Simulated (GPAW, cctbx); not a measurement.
## Reading charge transfer from structure factors

(AlAs)1(MgS)1, Pmm2 (no. 25), a = 4.0493 Å, b = 4.0521 Å, c = 5.7318 Å, α = 90.00°, β = 90.00°, γ = 90.00°.

```csv
atom,mult.,x,y,z
As1,1,1/2,0,0.2309
S1,1,0,1/2,0.7655
Al1,1,0,0,0.0017
Mg1,1,1/2,1/2,0.5019
```

The cell is a (AlAs)1(MgS)1 superlattice along [001] of the zinc-blende type, started at the mean lattice constant and relaxed freely, with no substrate.

Absolute values of the static structure factors of the conventional cell from DFT (PBE, GPAW) against free spherical atoms, in electrons:

| hkl | d (Å) | free atoms | crystal |
| --- | --- | --- | --- |
| 001 | 5.732 | 17.32 | 17.55 |
| 010 | 4.052 | 16.69 | 16.72 |
| 100 | 4.049 | 15.38 | 15.51 |
| 011 | 3.309 | 46.21 | 46.65 |
| 101 | 3.307 | 43.93 | 44.37 |
| 002 | 2.866 | 19.95 | 20.24 |
| 110 | 2.864 | 20.41 | 20.73 |
| 111 | 2.562 | 15.52 | 15.41 |
| 012 | 2.340 | 16.20 | 16.09 |
| 102 | 2.339 | 16.94 | 16.85 |

**Question.** Which way does charge move, and which reflections show it best?

Project each element's phase sum on the total phase. |F| rises if density moves to atoms that scatter in phase and falls if it moves to atoms that scatter against it; the rule is for low angles, since changes of shape take over beyond. Where all elements are in phase the terms compete, and the compactness of the donor's and the acceptor's density matters too.

| hkl | As in phase | S in phase | Al in phase | Mg in phase | change (e) | (%) |
| --- | --- | --- | --- | --- | --- | --- |
| 001 | +1.0 | -0.9 | +0.4 | -0.4 | +0.22 | +1.3 |
| 010 | +1.0 | -1.0 | +1.0 | -1.0 | +0.03 | +0.2 |
| 100 | +1.0 | -1.0 | -1.0 | +1.0 | +0.13 | +0.9 |
| 011 | +0.9 | +0.8 | +0.5 | +0.5 | +0.43 | +0.9 |
| 101 | +0.9 | +1.0 | +0.4 | +0.4 | +0.43 | +1.0 |
| 002 | +1.0 | +0.9 | -1.0 | -1.0 | +0.29 | +1.4 |
| 110 | +1.0 | +1.0 | -1.0 | -1.0 | +0.32 | +1.6 |
| 111 | +1.0 | -0.9 | -0.3 | +0.3 | -0.11 | -0.7 |

Low-angle reflections that set elements apart and change by more than 0.05 e: 001, 100, 002, 110 and 111 (010 hardly moves and tells little). The signs fit a gain of density on As and S and a loss on Al and Mg, apart from 111. The best witness is 110, +1.6 %, where As enters with +1.0. The real-space density agrees: Voronoi charges As -0.35, S -0.24, Al +0.27, Mg +0.33 e. The shortest bond, As–Al, has Δρ = +0.15 e/Å³ at its midpoint, a covalent bond charge.

[Outputs are excerpts: Python notices, other lines and further rows are left out; steps that failed or that the build refused (PBEsol, TPSS) are not shown.]

[Logs are printed without paths, hosts, clocks, repeated set-up lines and the standing remarks that a program may print on its own settings, such as how far it seeks lower states.]
